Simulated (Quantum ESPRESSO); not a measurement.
**CdS (Hawleyite): phonon frequency against volume, with a fit**

Wanted: a fit of frequency against volume for CdS (Hawleyite), tested on a run that is left out of it.

Program: Quantum ESPRESSO 7.5. Level of theory: DFT LDA, scalar-relativistic, plane waves, GBRV ultrasoft pseudopotentials. Results are calculated unless marked as measured.

### Step 1. The relaxed structure

It takes space group F-43m (No. 216, cubic). The conventional cell has a = 5.749 Å, b = 5.749 Å, c = 5.749 Å, α = 90.00°, β = 90.00°, γ = 90.00°. Nearest to Cd lie 4 S at 2.49 Å. S has 4 Cd at 2.49 Å nearest. Farther neighbours and most contacts between anions are not listed.

This is the cell after its relaxation at this level of theory, not the database cell from which that began.

### Step 2. Runs at several volumes

The relaxed cell is scaled uniformly; in this structure symmetry fixes all atoms, so nothing has to be relaxed anew. Each volume gets a ground state and a response at Γ. The mode followed is the highest one without the macroscopic field, of symmetry T2; longitudinal polar modes lie higher. Cutoff 50 Ry, k mesh 8×8×8.

From the response at V/V₀ = 0.94:

What it wrote:

```text
[banners, grids, parts of the stress and lines that vanish by symmetry left out]
Program PHONON v.7.5
     Reading xml data from directory:

[...]
Exchange-correlation= PZ
                           (   1   1   0   0   0   0   0)
[...]
kinetic-energy cut-off    =      50.0000  Ry
     charge density cut-off    =     400.0000  Ry
     convergence threshold     =      1.0E-18
[...]
Exchange-correlation= PZ
                           (   1   1   0   0   0   0   0)
[...]
q = (   0.0000000   0.0000000   0.0000000 )
     25 Sym.Ops. (with q -> -q+G )
     G cutoff = 1147.3965  (  40821 G-vectors)     FFT grid: ( 48, 48, 48)
     G cutoff =  573.6982  (  14331 G-vectors)  smooth grid: ( 36, 36, 36)
     number of k points=    29
[...]
Mode symmetry, T_d (-43m)  point group:
[...]
Dielectric constant
[...]
End of electric fields calculation
          Dielectric constant in cartesian axis
          (       7.274150626       0.000000000      -0.000000000 )
          (       0.000000000       7.274150626       0.000000000 )
          (      -0.000000000       0.000000000       7.274150626 )
          Effective charges (d Force / dE) in cartesian axis without acoustic sum rule applied (asr)
           atom    1  Cd    Mean Z*:        2.08418
      Ex  (        2.08418       -0.00000       -0.00000 )
      Ey  (       -0.00000        2.08418        0.00000 )
      Ez  (       -0.00000        0.00000        2.08418 )
           atom    2  S     Mean Z*:       -2.10815
      Ex  (       -2.10815        0.00000       -0.00000 )
      Ey  (        0.00000       -2.10815       -0.00000 )
      Ez  (        0.00000       -0.00000       -2.10815 )
          Effective charges Sum: Mean:       -0.02397
[...]
Effective charges (d Force / dE) in cartesian axis with asr applied:
           atom    1  Cd    Mean Z*:        2.09616
[...]
atom    2  S     Mean Z*:       -2.09616
[...]
Representation #   1 modes #   1   2   3
[...]
End of self-consistent calculation
     Convergence has been achieved
     Representation #   2 modes #   4   5   6
[...]
End of self-consistent calculation
     Convergence has been achieved
[...]
Dielectric constant in cartesian axis
          (       7.274150626       0.000000000      -0.000000000 )
          (       0.000000000       7.274150626       0.000000000 )
          (      -0.000000000       0.000000000       7.274150626 )
          Effective charges (d Force / dE) in cartesian axis without acoustic sum rule applied (asr)
           atom    1  Cd    Mean Z*:        2.08418
      Ex  (        2.08418       -0.00000       -0.00000 )
      Ey  (       -0.00000        2.08418        0.00000 )
      Ez  (       -0.00000        0.00000        2.08418 )
           atom    2  S     Mean Z*:       -2.10815
      Ex  (       -2.10815        0.00000       -0.00000 )
      Ey  (        0.00000       -2.10815       -0.00000 )
      Ez  (        0.00000       -0.00000       -2.10815 )
          Effective charges Sum: Mean:       -0.02397
[...]
Effective charges (d Force / dE) in cartesian axis with asr applied:
           atom    1  Cd    Mean Z*:        2.09616
[...]
atom    2  S     Mean Z*:       -2.09616
[...]
q = (    0.000000000   0.000000000   0.000000000 )
[...]
freq (    1) =      -0.193668 [THz] =      -6.460053 [cm-1]
     freq (    2) =      -0.193668 [THz] =      -6.460053 [cm-1]
     freq (    3) =      -0.193668 [THz] =      -6.460053 [cm-1]
     freq (    4) =       8.294882 [THz] =     276.687484 [cm-1]
     freq (    5) =       8.294882 [THz] =     276.687484 [cm-1]
     freq (    6) =       8.294882 [THz] =     276.687484 [cm-1]
[...]
Mode symmetry, T_d (-43m)  point group:
     freq (   1-   3) =         -6.5  [cm-1]   --> T_2  G_15 P_4   I+R
     freq (   4-   6) =        276.7  [cm-1]   --> T_2  G_15 P_4   I+R

   JOB DONE.
```

One volume, V/V₀ = 1.03, is held back as a test.

| V/V₀ | volume (Å³/atom) | pressure (GPa) | ω (cm⁻¹) |
| --- | --- | --- | --- |
| 0.94 | 22.322 | 5.33 | 276.69 |
| 0.97 | 23.034 | 2.60 | 262.08 |
| 1 | 23.747 | 0.29 | 248.28 |
| 1.03 | 24.459 | -1.66 | held back |
| 1.06 | 25.172 | -3.31 | 222.85 |

### Step 3. The fit

The mode Grüneisen parameter is γ = −d ln ω / d ln V.

| ln(V/V₀) | ln ω |
| --- | --- |
| -0.0619 | 5.6229 |
| -0.0305 | 5.5686 |
| 0.0000 | 5.5146 |
| 0.0583 | 5.4065 |

A straight line through these points has the slope -1.804, so γ = 1.80; at V/V₀ = 1.03 it predicts ω = exp(5.5128 − 0.0533) = 234.97 cm⁻¹.

A parabola of pressure against ln V through V/V₀ = 0.97, 1 and 1.03 gives the bulk modulus B = −dP/d ln V = 71 GPa at V₀. With ω₀ from the fitted line the pressure coefficient follows as dω/dP = γ ω₀ / B = 1.80 × 247.8 / 71 = 6.31 cm⁻¹/GPa.

### Step 4. The run that was held back

What it wrote:

```text
[banners, grids, parts of the stress and lines that vanish by symmetry left out]
[banner, memory and clock lines left out]
Program PHONON v.7.5

[...]
Exchange-correlation= PZ
                           (   1   1   0   0   0   0   0)
[...]
kinetic-energy cut-off    =      50.0000  Ry
     charge density cut-off    =     400.0000  Ry
     convergence threshold     =      1.0E-18
[...]
Exchange-correlation= PZ
                           (   1   1   0   0   0   0   0)
[...]
q = (   0.0000000   0.0000000   0.0000000 )
     25 Sym.Ops. (with q -> -q+G )
     G cutoff = 1219.5130  (  44543 G-vectors)     FFT grid: ( 50, 50, 50)
     G cutoff =  609.7565  (  15665 G-vectors)  smooth grid: ( 36, 36, 36)
     number of k points=    29
[...]
Mode symmetry, T_d (-43m)  point group:
[...]
Dielectric constant
[...]
End of electric fields calculation
          Dielectric constant in cartesian axis
          (       7.874418314       0.000000000      -0.000000000 )
          (      -0.000000000       7.874418314      -0.000000000 )
          (       0.000000000      -0.000000000       7.874418314 )
          Effective charges (d Force / dE) in cartesian axis without acoustic sum rule applied (asr)
           atom    1  Cd    Mean Z*:        2.20497
      Ex  (        2.20497        0.00000        0.00000 )
      Ey  (        0.00000        2.20497        0.00000 )
      Ez  (        0.00000       -0.00000        2.20497 )
           atom    2  S     Mean Z*:       -2.23227
      Ex  (       -2.23227        0.00000       -0.00000 )
[...]
Representation #   1 modes #   1   2   3
[...]
End of self-consistent calculation
     Convergence has been achieved
     Representation #   2 modes #   4   5   6
[...]
End of self-consistent calculation
     Convergence has been achieved
[...]
Dielectric constant in cartesian axis
          (       7.874418314       0.000000000      -0.000000000 )
          (      -0.000000000       7.874418314      -0.000000000 )
          (       0.000000000      -0.000000000       7.874418314 )
          Effective charges (d Force / dE) in cartesian axis without acoustic sum rule applied (asr)
           atom    1  Cd    Mean Z*:        2.20497
      Ex  (        2.20497        0.00000        0.00000 )
      Ey  (        0.00000        2.20497        0.00000 )
      Ez  (        0.00000       -0.00000        2.20497 )
           atom    2  S     Mean Z*:       -2.23227
      Ex  (       -2.23227        0.00000       -0.00000 )
      Ey  (       -0.00000       -2.23227        0.00000 )
      Ez  (       -0.00000        0.00000       -2.23227 )
          Effective charges Sum: Mean:       -0.02730
[...]
Effective charges (d Force / dE) in cartesian axis with asr applied:
           atom    1  Cd    Mean Z*:        2.21862
[...]
atom    2  S     Mean Z*:       -2.21862
[...]
q = (    0.000000000   0.000000000   0.000000000 )
[...]
freq (    1) =      -0.163465 [THz] =      -5.452619 [cm-1]
     freq (    2) =      -0.163465 [THz] =      -5.452619 [cm-1]
     freq (    3) =      -0.163465 [THz] =      -5.452619 [cm-1]
     freq (    4) =       7.052585 [THz] =     235.248899 [cm-1]
     freq (    5) =       7.052585 [THz] =     235.248899 [cm-1]
     freq (    6) =       7.052585 [THz] =     235.248899 [cm-1]
[...]
Mode symmetry, T_d (-43m)  point group:
     freq (   1-   3) =         -5.5  [cm-1]   --> T_2  G_15 P_4   I+R
     freq (   4-   6) =        235.2  [cm-1]   --> T_2  G_15 P_4   I+R
```

It gives 235.25 cm⁻¹ against the predicted 234.97 cm⁻¹, a miss of 0.3 cm⁻¹.

### Step 5. What came out

```json
{
 "mode Grüneisen parameter": "1.804",
 "bulk modulus": "70.9 GPa",
 "pressure coefficient": "6.31 cm⁻¹/GPa"
}
```

The highest optical mode of CdS (Hawleyite) without the LO-TO term stiffens by 6.31 cm⁻¹ a GPa near the relaxed volume, with γ = 1.80. The power law meets all 5 runs within 0.18 %; between neighbouring volumes γ runs from 1.73 to 1.89. Such a coefficient turns a measured shift of this mode into a hydrostatic stress; uniaxial or biaxial stress splits the mode and needs deformation potentials. These are harmonic values at zero temperature for the structure held cubic, which a run at Γ can't show to be stable; the bulk modulus rests on three points.

[Host names and launcher messages were left out of these logs when they were recorded.]

[Logs are printed without paths, hosts, clocks, repeated set-up lines and the standing remarks that a program may print on its own settings, such as how far it seeks lower states.]

[Hosts, paths, dates, database ids (printed as entryN), source tags and the programs' standing remarks are cut or masked in the printed files.]
